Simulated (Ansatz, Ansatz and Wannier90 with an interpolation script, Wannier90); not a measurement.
# G0W0 band structure of BaSrMgWO6 (F-43m)

Wanted: quasiparticle gap and band widths of BaSrMgWO6 (F-43m) over the whole zone.

Main program and level: Ansatz 0.2.0; LDA, Wannier functions and G0W0, plane waves, PAW.

Most raw output is cut from this account.

**1. The starting structure**

It takes space group F-43m (No. 216, cubic). Conventional cell: a = 8.136 Å, b = 8.136 Å, c = 8.136 Å, α = 90.00°, β = 90.00°, γ = 90.00°. Ba has 12 O at 2.88 Å nearest. Nearest to Sr lie 12 O at 2.88 Å. Nearest to Mg lie 6 O at 2.11 Å. W has 6 O at 1.96 Å nearest. O has 1 W at 1.96 Å and 1 Mg at 2.11 Å and 2 Sr at 2.88 Å and 2 Ba at 2.88 Å nearest. Farther neighbours and most contacts between anions are not listed.

The cell and positions are those that the Materials Project relaxed with its own functionals (PBE, PBE+U or r2SCAN), kept fixed. At the settings of the band run the largest force is still 0.92 eV/Å. Spin-orbit coupling is left out unless a step names it. The default PAW set here is soft_2. Its files were made with PBE.

**2. LDA bands**

The cheap functional maps the bands first; the places of the edges decide which points the dearer methods must see.

This step: DFT, LDA, plane waves, PAW.

Contents of input.yaml:

```yaml
crystal:
  lattice:
    - [0.0, 4.068012, 4.068012]
    - [4.068012, 0.0, 4.068012]
    - [4.068012, 4.068012, 0.0]
  atoms:
    - { symbol: Ba, position: [0.25, 0.25, 0.25] }
    - { symbol: Sr, position: [0.75, 0.75, 0.75] }
    - { symbol: Mg, position: [0.5, 0.5, 0.5] }
    - { symbol: W, position: [0.0, 0.0, 0.0] }
    - { symbol: O, position: [0.240848, 0.759152, 0.240848] }
    - { symbol: O, position: [0.240848, 0.240848, 0.759152] }
    - { symbol: O, position: [0.759152, 0.240848, 0.240848] }
    - { symbol: O, position: [0.759152, 0.240848, 0.759152] }
    - { symbol: O, position: [0.759152, 0.759152, 0.240848] }
    - { symbol: O, position: [0.240848, 0.759152, 0.759152] }
kpoints:
  mp_grid: { grid: [4, 4, 4] }
  band_path:
    path:
      - [[0.0, 0.0, 0.0], [-0.5, -0.5, 0.0], [-0.375, -0.375, 0.25]]
      - [[-0.375, 0.0, 0.375], [0.0, 0.0, 0.0], [0.0, 0.0, 0.5], [-0.5, -0.25, 0.25], [-0.5, -0.5, 0.0]]
    npoints: 10
hamiltonian:
  xc: lda
scf:
  occupations: { method: fermi_dirac, width: 0.02 }
  n_extra_bands: 71
output:
  eigenvalues: true
  forces: true
  stress: true
  fatbands: true
  write_density: true
  write_potential: true
  elf: true
  volumetric_format: npy
```

The run is started by

```sh
$ ansatz run input.yaml --threads 4 --pin off --max-ram 18432MiB --backend cpu --events-out ev --progress --plain --runs-dir out
```

Wall time 32 s (4 threads of Arm Neoverse V2, shared host); peak memory 1.1 GiB.

Numbers from this step:

```
pressure             : -13.38 GPa
filled bands         : 40
gap                  : 2.644 eV
valence top at       : Γ
conduction bottom at : X
least direct gap     : 2.706 eV
```

The gap is indirect, with the least direct gap 0.06 eV higher. The pressure of -13 GPa says that this functional would shrink the cell; it is kept.

The electronic bands at the labelled points (eV, zero at the top of the highest nominally filled band):

```csv
point,band 37,band 38,band 39,band 40,band 41,band 42,band 43,band 44
Γ,-0.40,0.00,0.00,0.00,2.84,2.84,2.84,5.00
halfway,-0.73,-0.41,-0.41,-0.03,2.73,3.35,3.35,5.86
X,-1.07,-0.79,-0.79,-0.06,2.64,3.76,3.76,6.20
halfway,-1.04,-0.95,-0.79,-0.11,2.73,3.71,3.72,6.31
U,-0.89,-0.89,-0.77,-0.24,2.91,3.57,3.63,6.57
jump to K,-0.89,-0.89,-0.77,-0.24,2.91,3.57,3.63,6.57
halfway,-0.59,-0.43,-0.35,-0.22,3.04,3.17,3.18,5.96
Γ,-0.40,0.00,0.00,0.00,2.84,2.84,2.84,5.00
halfway,-0.53,-0.29,-0.29,-0.16,2.99,3.08,3.08,5.71
L,-0.70,-0.56,-0.56,-0.40,3.11,3.23,3.23,6.87
halfway,-0.82,-0.75,-0.53,-0.43,3.17,3.22,3.51,6.90
W,-1.21,-1.03,-0.49,-0.41,3.19,3.21,3.76,6.66
halfway,-0.97,-0.91,-0.87,-0.16,2.81,3.59,3.76,6.40
X,-1.07,-0.79,-0.79,-0.06,2.64,3.76,3.76,6.20
```

Valence density in the ac plane of the conventional cell at fractional y = 0.000, with atoms of Mg and W and O within 0.2 Å of it. It is the smooth field of the valence electrons, not physical close to the nuclei.

Values in e/Å³, 12 rows by 16 columns, each cell a mean:
```
 4  2  1  3  3  1  0  5  8  1  0  2  4  1  1  4
 1  0  0  0  0  0  0  0  0  0  0  0  0  0  0  1
 5  1  0  0  0  0  1  3  4  1  0  0  0  0  1  4
 3  1  0  0  0  0  1  3  4  1  0  0  0  0  0  2
 0  0  0  0  1  0  0  1  1  1  0  0  0  0  0  0
14  1  0  3  5  2  1  4  5  2  1  4  4  1  0  8
 8  1  0  2  4  1  1  4  4  2  1  3  3  1  0  5
 0  0  0  0  0  0  0  1  1  0  0  0  0  0  0  0
 4  1  0  0  0  0  1  4  5  1  0  0  0  0  1  3
 4  1  0  0  0  0  0  2  3  1  0  0  0  0  1  3
 1  1  0  0  0  0  0  0  0  0  0  0  1  0  0  1
 5  2  1  4  4  1  0  8 14  1  0  3  5  2  1  4
```
Columns run along a (8.1 Å), rows up along c (8.1 Å), edges of the conventional cell, whose origin can differ from the input's. Atoms in or near the plane, at fractional coordinates: Mg at (0.50, 0.00), Mg at (0.00, 0.50), W at (0.00, 0.00), W at (0.50, 0.50), O at (0.00, 0.24), O at (0.50, 0.74), O at (0.24, 0.00), O at (0.74, 0.50), O at (0.50, 0.26), O at (0.00, 0.76), O at (0.76, 0.00), O at (0.26, 0.50).

ELF in the ac plane of the conventional cell at fractional y = 0.000, with atoms of Mg and W and O within 0.2 Å of it. It is the smooth field of the valence electrons, not physical close to the nuclei.

Values, 12 rows by 16 columns, each cell a mean:
```
0.56 0.43 0.49 0.72 0.76 0.68 0.12 0.28 0.31 0.13 0.48 0.78 0.70 0.66 0.32 0.57
0.49 0.34 0.19 0.37 0.41 0.18 0.18 0.41 0.43 0.28 0.14 0.35 0.41 0.22 0.25 0.47
0.60 0.75 0.29 0.03 0.03 0.13 0.64 0.76 0.70 0.75 0.28 0.03 0.03 0.14 0.65 0.70
0.78 0.70 0.21 0.05 0.05 0.13 0.58 0.71 0.67 0.70 0.23 0.05 0.05 0.11 0.55 0.78
0.27 0.15 0.19 0.52 0.58 0.35 0.20 0.40 0.45 0.26 0.24 0.53 0.58 0.31 0.12 0.25
0.33 0.18 0.53 0.78 0.61 0.69 0.37 0.58 0.46 0.50 0.53 0.67 0.69 0.73 0.15 0.34
0.31 0.13 0.48 0.78 0.70 0.66 0.32 0.57 0.56 0.43 0.49 0.72 0.76 0.68 0.12 0.28
0.43 0.28 0.14 0.35 0.41 0.22 0.25 0.47 0.49 0.34 0.19 0.37 0.41 0.18 0.18 0.41
0.70 0.75 0.28 0.03 0.03 0.14 0.65 0.70 0.60 0.75 0.29 0.03 0.03 0.13 0.64 0.76
0.67 0.70 0.23 0.05 0.05 0.11 0.55 0.78 0.78 0.70 0.21 0.05 0.05 0.13 0.58 0.71
0.45 0.26 0.24 0.53 0.58 0.31 0.12 0.25 0.27 0.15 0.19 0.52 0.58 0.35 0.20 0.40
0.46 0.50 0.53 0.67 0.69 0.73 0.15 0.34 0.33 0.18 0.53 0.78 0.61 0.69 0.37 0.58
```
Columns run along a (8.1 Å), rows up along c (8.1 Å), edges of the conventional cell, whose origin can differ from the input's. Atoms in or near the plane, at fractional coordinates: Mg at (0.50, 0.00), Mg at (0.00, 0.50), W at (0.00, 0.00), W at (0.50, 0.50), O at (0.00, 0.24), O at (0.50, 0.74), O at (0.24, 0.00), O at (0.74, 0.50), O at (0.50, 0.26), O at (0.00, 0.76), O at (0.76, 0.00), O at (0.26, 0.50).

**3. Overlaps and projections on 8×8×8**

This step: overlaps and projections of LDA states for Wannier90, plane waves, PAW.

input.yaml, the sections that differ from step 2:

```yaml
kpoints:
  mp_grid: { grid: [4, 4, 4] }
scf:
  occupations: { method: fixed }
  n_extra_bands: 71
output:
  wannier:
    kmesh: [8, 8, 8]
    projections: [{ species: O, l: p, shell: 2 }, { species: W, l: d, shell: 5 }]
    minimise: false
    seedname: w
    disentanglement: { window: [3.24, 17.86], frozen_window: [3.24, 13.65] }
# crystal, hamiltonian: as in step 2
```

Run time: 31 s. Hardware: 4 threads; peak memory 3.3 GiB.

**4. Wannier functions by Wannier90 (O:2p W:5d) on 8×8×8**

Localised functions give a small Hamiltonian that interpolates between mesh points at no cost.

This step: maximally localised Wannier functions from the overlaps of LDA states (plane waves, PAW).

Contents of w.win:

```
num_iter = 1200
conv_tol = 1.0e-8
conv_window = 5
dis_num_iter = 4000
dis_conv_tol = 1.0e-8
dis_mix_ratio = 0.7
write_hr = true
use_ws_distance = false
num_print_cycles = 50
! ansatz wannier90 interface
! projections by site (counted from 0) and shell: 4 2P, 5 2P, 6 2P, 7 2P, 8 2P, 9 2P, 3 5D
! states of the run's bands (counted from 1): 1-56
num_bands = 56
num_wann  = 23
dis_win_min = 3.24
dis_win_max = 17.86
dis_froz_min = 3.24
dis_froz_max = 13.65
guiding_centres = true

begin unit_cell_cart
Ang
                      0.0                 4.068012                 4.068012
                 4.068012                      0.0                 4.068012
                 4.068012                 4.068012                      0.0
end unit_cell_cart

begin atoms_frac
Ba                      0.25                     0.25                     0.25
Sr                      0.75                     0.75                     0.75
Mg                       0.5                      0.5                      0.5
W                        0.0                      0.0                      0.0
O                   0.240848                 0.759152                 0.240848
O                   0.240848                 0.240848                 0.759152
O                   0.759152                 0.240848                 0.240848
O                   0.759152                 0.240848                 0.759152
O                   0.759152                 0.759152                 0.240848
O                   0.240848                 0.759152                 0.759152
end atoms_frac

mp_grid = 8 8 8

[... the mesh's points ...]
```

The run is started by

```sh
$ OMP_NUM_THREADS=1 mpirun -n 4 wannier90.x w > wannier90.x.log
```

Wall time 28 s (4 MPI ranks).

Numbers from this step:

* gauge-invariant spread: 29.32 Å²
* diagonal spread: 0.001651 Å²
* off-diagonal spread: 0.6725 Å²
* total spread: 29.99 Å²
* disentanglement steps: 200
* r.m.s. interpolation error: 1.24e-4 eV
* r.m.s. error near the gap: 1.31e-4 eV

Near the gap the model misses directly solved bands by 0.1 meV r.m.s. and by 1 meV at most in the window tested. This tests the starting bands, not the corrections carried with them.

Wannier functions, by row:

```csv
function,x (Å),y (Å),z (Å),spread (Å²),nearest atom,distance (Å)
1,4.068,1.962,4.068,1.21,O5,0.002
2,4.068,1.962,4.068,1.21,O5,0.002
3,4.068,2.05,4.068,1.048,O5,0.09
4,4.068,4.068,2.05,1.048,O6,0.09
5,4.068,4.068,1.962,1.21,O6,0.002
6,4.068,4.068,1.962,1.21,O6,0.002
7,1.962,4.068,4.068,1.21,O7,0.002
8,2.05,4.068,4.068,1.048,O7,0.09
9,1.962,4.068,4.068,1.21,O7,0.002
10,4.068,6.174,4.068,1.21,O8,0.002
11,4.068,6.174,4.068,1.21,O8,0.002
12,4.068,6.086,4.068,1.048,O8,0.09
13,4.068,4.068,6.086,1.048,O9,0.09
14,4.068,4.068,6.174,1.21,O9,0.002
15,4.068,4.068,6.174,1.21,O9,0.002
16,6.174,4.068,4.068,1.21,O10,0.002
17,6.086,4.068,4.068,1.048,O10,0.09
18,6.174,4.068,4.068,1.21,O10,0.002
19,0,0,0,2.282,W4,0
20,0,0,0,1.538,W4,0
21,0,0,0,1.538,W4,0
22,0,0,0,2.282,W4,0
23,0,0,0,1.538,W4,0
```

Frozen up to 4.94 eV; above it the model need not follow the bands. Electronic bands along the path, in eV, zero at the valence-band top:

```csv
point,band 37,band 38,band 39,band 40,band 41,band 42,band 43,band 44
Γ,-0.40,0.00,0.00,0.00,2.84,2.84,2.84,8.62
halfway,-0.73,-0.41,-0.41,-0.03,2.73,3.35,3.35,7.60
X,-1.07,-0.79,-0.79,-0.06,2.64,3.76,3.76,6.44
halfway,-1.03,-0.95,-0.79,-0.11,2.73,3.71,3.72,6.58
U,-0.89,-0.89,-0.77,-0.24,2.91,3.57,3.63,6.92
jump to K,-0.89,-0.89,-0.77,-0.24,2.91,3.57,3.63,6.92
halfway,-0.59,-0.43,-0.35,-0.22,3.04,3.17,3.18,8.15
Γ,-0.40,0.00,0.00,0.00,2.84,2.84,2.84,8.62
halfway,-0.53,-0.29,-0.29,-0.16,2.99,3.08,3.08,8.34
L,-0.70,-0.56,-0.56,-0.40,3.11,3.23,3.23,8.10
halfway,-0.82,-0.75,-0.53,-0.43,3.17,3.22,3.51,7.48
W,-1.21,-1.03,-0.49,-0.41,3.19,3.21,3.76,6.99
halfway,-0.97,-0.91,-0.87,-0.16,2.81,3.59,3.76,6.69
X,-1.07,-0.79,-0.79,-0.06,2.64,3.76,3.76,6.44
```

The same for Kohn-Sham, solved directly:

```csv
point,band 37,band 38,band 39,band 40,band 41,band 42,band 43,band 44
Γ,-0.40,0.00,0.00,0.00,2.84,2.84,2.84,5.00
X,-1.07,-0.79,-0.79,-0.06,2.64,3.76,3.76,6.20
U,-0.89,-0.89,-0.77,-0.24,2.91,3.57,3.63,6.57
K,-0.89,-0.89,-0.77,-0.24,2.91,3.57,3.63,6.57
Γ,-0.40,0.00,0.00,0.00,2.84,2.84,2.84,5.00
L,-0.70,-0.56,-0.56,-0.40,3.11,3.23,3.23,6.87
W,-1.21,-1.03,-0.49,-0.41,3.19,3.21,3.76,6.66
X,-1.07,-0.79,-0.79,-0.06,2.64,3.76,3.76,6.20
```

**5. G0W0 at every point of the mesh: 4×4×4 mesh, 506 empty bands, screening to 140 eV**

G0W0 replaces the xc potential by the self-energy, built once from these orbitals. Only a window of levels is corrected, while the sums run over the empty bands that the input names.

This step: G0W0 on LDA, plane waves, PAW.

input.yaml, as its differences from that of step 3:

```diff
@@ -22,9 +22,6 @@
   occupations: { method: fixed }
-  n_extra_bands: 71
-output:
-  wannier:
-    kmesh: [8, 8, 8]
-    projections: [{ species: O, l: p, shell: 2 }, { species: W, l: d, shell: 5 }]
-    minimise: false
-    seedname: w
-    disentanglement: { window: [3.24, 17.86], frozen_window: [3.24, 13.65] }
+gw:
+  n_empty_bands: 506
+  ecut_chi: 140.0
+  qp_bands: [v18, c3]
+  screening: { model: contour_deformation }
```

The run is started by

```sh
$ ansatz run input.yaml --threads 4 --pin off --max-ram 18432MiB --backend cpu --events-out ev --progress --plain --runs-dir out
```

Wall time 11 min (4 threads); peak memory 3.6 GiB.

This step gave:

```
bands summed                                 : 546
RPA ε∞ on this mesh (eigenvalues)            : 4.436, 4.436, 4.436
plane waves in the screening matrix          : 531
q-points in the mesh                         : 64
G0W0 gap on the mesh                         : 4.255 eV
k of the valence top                         : 0, 0, 0
k of the conduction bottom                   : 0, -0.5, -0.5
starting gap on the mesh                     : 2.644 eV
Z at the valence top                         : 0.7300
Z at the conduction bottom                   : 0.7843
least direct G0W0 gap on the computed points : 4.326 eV
```

The gap on the mesh goes from 2.64 eV to 4.26 eV, a correction of +1.61 eV. Between the two edge states, bare exchange in place of the xc potential would open the gap by 10.48 eV, and correlation takes back 8.87 eV.

**6. Interpolating the corrections**

A script adds the corrections, carried to the Wannier functions and back, to the LDA levels, along the path and on a 13×13×13 mesh.

- G0W0 gap over the zone: 4.255 eV
- valence top at: Γ
- conduction bottom at: X
- starting gap over the zone: 2.644 eV
- least direct G0W0 gap: 4.326 eV
- G0W0 gap on the mesh: 4.255 eV
- valence width, start: 5.321 eV
- valence width, G0W0: 5.361 eV
- gap by a rigid shift: 4.255 eV

Levels solved directly plus the interpolated quasiparticle correction. Limits: finite bands, cutoff and mesh; no spin-orbit coupling. The quasiparticle bands at the labelled points (eV, zero at the valence-band top of each set):

```csv
point,band 37,band 38,band 39,band 40,band 41,band 42,band 43
Γ,-0.44,0.00,0.00,0.00,4.45,4.45,4.45
halfway,-0.80,-0.45,-0.45,-0.04,4.34,5.00,5.00
X,-1.14,-0.86,-0.86,-0.07,4.25,5.46,5.46
halfway,-1.11,-1.02,-0.86,-0.12,4.34,5.40,5.42
U,-0.96,-0.96,-0.84,-0.26,4.53,5.24,5.31
jump to K,-0.96,-0.96,-0.84,-0.26,4.53,5.24,5.31
halfway,-0.64,-0.46,-0.39,-0.24,4.67,4.81,4.81
Γ,-0.44,0.00,0.00,0.00,4.45,4.45,4.45
halfway,-0.57,-0.32,-0.32,-0.17,4.61,4.71,4.71
L,-0.75,-0.61,-0.61,-0.45,4.75,4.88,4.88
halfway,-0.88,-0.81,-0.58,-0.47,4.81,4.86,5.18
W,-1.28,-1.12,-0.54,-0.45,4.82,4.86,5.46
halfway,-1.04,-0.99,-0.94,-0.18,4.43,5.27,5.46
X,-1.14,-0.86,-0.86,-0.07,4.25,5.46,5.46
```

The same for LDA:

```csv
point,band 37,band 38,band 39,band 40,band 41,band 42,band 43
Γ,-0.40,0.00,0.00,0.00,2.84,2.84,2.84
X,-1.07,-0.79,-0.79,-0.06,2.64,3.76,3.76
U,-0.89,-0.89,-0.77,-0.24,2.91,3.57,3.63
K,-0.89,-0.89,-0.77,-0.24,2.91,3.57,3.63
Γ,-0.40,0.00,0.00,0.00,2.84,2.84,2.84
L,-0.70,-0.56,-0.56,-0.40,3.11,3.23,3.23
W,-1.21,-1.03,-0.49,-0.41,3.19,3.21,3.76
X,-1.07,-0.79,-0.79,-0.06,2.64,3.76,3.76
```

Minima of the lowest conduction band, from levels solved directly at the displaced points, plus the interpolated correction; masses are left empty at degenerate points, on flat bands and where the interpolated correction rules the curvature; G0W0 masses are rough. Conduction valleys, by row:

```csv
point,k (reciprocal lattice),valleys in the zone,G0W0 level above the valence top (eV),LDA level above the valence top (eV),G0W0 principal masses (m_e),LDA principal masses (m_e)
X,-0.500 -0.500 0.000,3,4.255,2.644,0.768 0.768 8.301,0.796 0.796 6.417
```

Second differences of levels solved directly at the displaced points, plus the interpolated correction, at the quasiparticle band edges; no spin-orbit coupling; left empty where the band is flat or the interpolated correction rules the curvature. Effective masses, by row:

```csv
carrier,point,Cartesian direction,band,LDA mass (m_e),G0W0 mass (m_e)
hole,Γ,100,39,0.995,0.917
hole,Γ,100,38,0.993,0.916
hole,Γ,010,39,0.995,0.917
hole,Γ,010,38,0.993,0.916
hole,Γ,001,39,0.995,0.917
hole,Γ,001,38,0.994,0.917
hole,Γ,110,40,3.161,2.861
hole,Γ,110,39,1.324,1.191
hole,Γ,110,38,0.994,0.917
hole,Γ,111,40,2.51,2.315
hole,Γ,111,39,1.19,1.081
hole,Γ,111,38,1.19,1.081
electron,X,100,41,0.809,0.78
electron,X,010,41,0.809,0.78
electron,X,110,41,0.804,0.776
electron,X,111,41,1.146,1.122
```

The density of states has structure finer than the step of the table below, so its rows give means over 0.5 eV, whole bins alone (the curve runs from -6 to 6.5 eV). Peaks (eV: height): G0W0 -5.00: 3.52, -4.30: 9.24, -3.50: 13.9, -1.80: 9.74, -0.80: 12.5, 4.80: 7.63; LDA -4.30: 9.76, -3.60: 15.3, -1.70: 10.5, -0.70: 13.1, 3.20: 8.29.

Wannier model on a dense mesh, Gaussian width 0.15 eV. Limits: finite bands, cutoff and mesh; no spin-orbit coupling. Density of states against energy, zero at the valence-band top of each set; means over each step; values in states/eV/cell:

```csv
energy (eV),G0W0,LDA
-5.5,0.401,0.229
-5.0,2.87,2.68
-4.5,4.60,4.98
-4.0,7.40,8.22
-3.5,9.18,8.20
-3.0,3.83,2.54
-2.5,4.91,4.80
-2.0,8.23,7.87
-1.5,8.20,8.85
-1.0,11.0,10.8
-0.5,9.10,10.3
0.0,2.31,2.63
0.5,0.00440,0.00527
1.0,0,0
1.5,0,0
2.0,0,2.6e-5
2.5,0,0.495
3.0,0,5.68
3.5,0,5.34
4.0,0.149,0.476
4.5,3.90,0
5.0,6.22,0
5.5,1.73,0
6.0,0.00248,0.00122
```

Corrections by starting level (eV, on the run's own energy scale, so only their differences matter):

```csv
start,correction
-5.32,−0.50
-4.33,−0.52
-3.95,−0.39
-3.62,−0.37
-3.56,−0.40
-2.56,−0.58
-2.20,−0.59
-1.76,−0.55
-1.35,−0.55
-1.08,−0.50
-0.79,−0.52
-0.53,−0.50
-0.40,−0.49
0.00,−0.46
2.64,+1.16
3.21,+1.19
3.76,+1.24
```

**7. LDA+SOC bands, for comparison**

The many-body steps leave out spin-orbit coupling, so its effect is taken from a two-component run, with twice the bands.

This step: DFT, LDA with spin-orbit coupling, plane waves, PAW.

input.yaml, the sections that differ from step 5:

```yaml
kpoints:
  mp_grid: { grid: [4, 4, 4] }
  band_path:
    path:
      - [[0.0, 0.0, 0.0], [-0.5, -0.5, 0.0], [-0.375, -0.375, 0.25]]
      - [[-0.375, 0.0, 0.375], [0.0, 0.0, 0.0], [0.0, 0.0, 0.5], [-0.5, -0.25, 0.25], [-0.5, -0.5, 0.0]]
    npoints: 10
scf:
  occupations: { method: fermi_dirac, width: 0.02 }
  n_extra_bands: 14
magnetization:
  noncollinear: true
  spin_orbit: true
output:
  eigenvalues: true
  forces: true
  stress: true
# crystal, hamiltonian: as in step 5
# gw: removed
```

It took 47 s on 4 threads; peak memory 1.6 GiB.

Numbers from this step:

| Property | Result |
| --- | --- |
| pressure | -13.46 GPa |
| filled bands | 80 |
| gap | 2.620 eV |
| valence top at | Γ |
| conduction bottom at | X |
| least direct gap | 2.688 eV |

The gap stands −0.02 eV against LDA.

**8. Summary of results**

| Property | Result |
| --- | --- |
| LDA gap | 2.64 eV |
| G0W0 gap over the zone | 4.25 eV, indirect |
| least direct G0W0 gap, in the model | 4.33 eV |
| with the spin-orbit change | 4.23 eV |
| GW settings | 4×4×4 mesh, 506 empty bands, screening to 140 eV |
| known limits | not at the basis limit; no spin-orbit coupling |

In words: The Wannier model follows the LDA bands to under 1 meV r.m.s. near the gap. The G0W0 gap over the zone is 4.25 eV, indirect, from Γ to X; on the mesh alone it is 4.26 eV, nearly the same. The valence width in the model goes from 5.32 eV to 5.36 eV. At the band edge the lightest electron mass is 0.80 m_e at the start and 0.78 m_e in G0W0; the G0W0 masses rest on corrections from the 4×4×4 mesh alone and are rough. LDA+SOC gives a gap of 2.62 eV on the same path, a spin-orbit change of −0.02 eV that would bring the G0W0 gap to 4.23 eV. Bands and cutoff are finite, so the gap is not at the basis limit. The miss can reach some tenths of an eV and take either sign; the mesh is an error of its own. Above the frozen window of the model the interpolated levels need not meet the computed ones, even at points of the mesh.

[Paths, hosts, dates, memory and timing lines, banners, echoed tables and standing remarks are left out of the program output.]

[Logs are printed without paths, hosts, clocks, repeated set-up lines and the standing remarks that a program may print on its own settings, such as how far it seeks lower states.]

[Runs of the session that timed out or met a known fault of the program may be left out.]

[Hosts, paths, dates, database ids (printed as entryN), source tags and the programs' standing remarks are cut or masked in the printed files.]
